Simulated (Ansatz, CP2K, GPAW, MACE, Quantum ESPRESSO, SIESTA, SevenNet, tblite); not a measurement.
# Which run comes nearest? (5,5) carbon nanotube bundle (80 atoms)

The cell holds 80 atoms: 80 C. Its edges and angles: a = 10.081 Å, b = 10.081 Å, c = 9.721 Å, α = 90.0°, β = 90.0°, γ = 120.0°. It derives from C (graphene). Graphene sheet (a = 2.46 Å) rolled into a (5,5) tube of diameter 6.78 Å, 4 periods, hexagonal bundle with 3.3 Å between walls; minimised with a classical potential (one cell length free). Then every atom was moved at random, 0.02 Å r.m.s. a Cartesian component.

Geometry: as built.

The reference, a calculation:

* method: Kohn-Sham DFT, PBE, PAW, plane waves (Ansatz 0.2.0); cutoff 420 eV, Γ point, fermi-dirac smearing of 0.05 eV; PAW set soft_2
* r.m.s. force component: 1.372 eV/Å
* longest force: 5.526 eV/Å
* pressure: 11.12 GPa
* SCF cycles: 9
* time: 4.8 s on 8 threads of Arm Neoverse V2, shared host
* CPU time: 33 s

**Question.** The same geometry is run in other programs. How far does each lie from the reference, and what does it cost?
- CP2K PBE, DZVP-UZH, 450/50 Ry, diagonalisation (CP2K 2026.2; 4 MPI ranks)
- CP2K PBE, DZVP-MOLOPT-SR, 225/50 Ry, diagonalisation (CP2K 2026.2; 2 threads)
- SIESTA PBE, DZP, shift 0.01 Ry, mesh 300 Ry (SIESTA 5.4.2; 2 MPI ranks)
- tblite GFN2-xTB (tblite 0.8.0; 1 thread)
- SIESTA PBE, SZP, shift 0.01 Ry, mesh 300 Ry (SIESTA 5.4.2; 1 thread)
- QE PBE, sssp-1.3.0-efficiency, 35/280 Ry (Quantum ESPRESSO 7.5; 2 MPI ranks)
- QE PBE, sssp-1.3.0-efficiency, 45/360 Ry (Quantum ESPRESSO 7.5; 2 MPI ranks)
- SIESTA PBE, DZ, shift 0.01 Ry, mesh 300 Ry (SIESTA 5.4.2; 1 thread)
- CP2K PBE, SZV-MOLOPT-SR, 450/50 Ry, diagonalisation (CP2K 2026.2; 1 thread)
- SevenNet 0 potential (SevenNet 0; 1 thread)

Differences are against the plane-wave reference, forces as r.m.s. over components; share is that over the reference's r.m.s. force, slope the least-squares factor from reference forces to these. Total energies of different programs have different zeros and aren't compared.

| run | Δ force, r.m.s. (meV/Å) | share (%) | slope | Δ pressure (GPa) | cores | CPU time | memory (GiB) |
| --- | --- | --- | --- | --- | --- | --- | --- |
| reference | - | - | - | - | 8 | 33 s | 0.95 |
| CP2K PBE, DZVP-UZH, 450/50 Ry, diagonalisation | 29.2 | 2.13 | 1.018 | 0.770 | 4 | 6.8 min | 2.5 |
| CP2K PBE, DZVP-MOLOPT-SR, 225/50 Ry, diagonalisation (coarse) | 39.0 | 2.85 | 1.020 | 0.741 | 2 | 4.5 min | 0.87 |
| SIESTA PBE, DZP, shift 0.01 Ry, mesh 300 Ry | 242 | 17.7 | 1.125 | 7.75 | 2 | 2.4 min | 1.0 |
| tblite GFN2-xTB | 143 | 10.4 | 0.937 | -4.46 | 1 | 5.7 s | 0.11 |
| SIESTA PBE, SZP, shift 0.01 Ry, mesh 300 Ry (coarse) | 463 | 33.7 | 1.223 | 17.2 | 1 | 1.8 min | 0.74 |
| QE PBE, sssp-1.3.0-efficiency, 35/280 Ry (coarse) | 8.67 | 0.632 | 1.001 | -2.55 | 2 | 3 min | 1.3 |
| QE PBE, sssp-1.3.0-efficiency, 45/360 Ry | 5.38 | 0.392 | 1.002 | 0.145 | 2 | 4.1 min | 1.8 |
| SIESTA PBE, DZ, shift 0.01 Ry, mesh 300 Ry (coarse) | 280 | 20.4 | 1.169 | 8.62 | 1 | 49 s | 0.51 |
| CP2K PBE, SZV-MOLOPT-SR, 450/50 Ry, diagonalisation (coarse) | 383 | 28.0 | 1.258 | 9.20 | 1 | 2.6 min | 1.6 |
| SevenNet 0 potential | 479 | 34.9 | 0.772 | -1.34 | 1 | 7.6 s | 0.99 |

Rows marked coarse were listed beforehand as settings not expected to be converged; some can still land near the reference.

Times of the machine-learned potentials are mostly Python's start and the loading of weights.

CPU time is summed over cores on a shared host, where runs went side by side, so it is rough. Symmetry, cutoffs, thresholds, outputs and thread counts weren't matched or tuned between programs; memory under MPI is the largest rank's times the ranks.

PBE on plane waves or a grid with other potentials, cutoffs or grids, coarse settings apart, differs from the reference by 0.39 % (QE PBE, sssp-1.3.0-efficiency, 45/360 Ry) of the r.m.s. force; this holds the reference's own error, so differences of a few per cent don't tell which side is nearer the exact PBE result (QE's 45 Ry are 612 eV, against the reference's 420 eV). The PBE runs in local orbitals, coarse settings apart, differ by 2.1 % (CP2K PBE, DZVP-UZH, 450/50 Ry, diagonalisation) to 18 % (SIESTA PBE, DZP, shift 0.01 Ry, mesh 300 Ry); basis, grid and potentials can all enter. Tight binding differs by 10 % (tblite GFN2-xTB); it is another model, with fitted parameters of its own, and the xTB methods hold dispersion. Machine-learned potentials differ by 35 % (SevenNet 0 potential); they were trained on other programs' data. Among those trained on PBE data the slope goes as low as 0.77, which softening far from their training structures can give, though the reference's k-sampling is untested too. Periodic xTB results under one method name differ between programs and library versions. Machine-learned potentials mimic data converged in k, so the reference's own k-point error enters their differences. The electronic-structure runs sample only Γ, in a cell whose shortest periodic width is 9 Å.

[Hosts, paths, dates, database ids (printed as entryN), source tags and the programs' standing remarks are cut or masked in the printed files.]
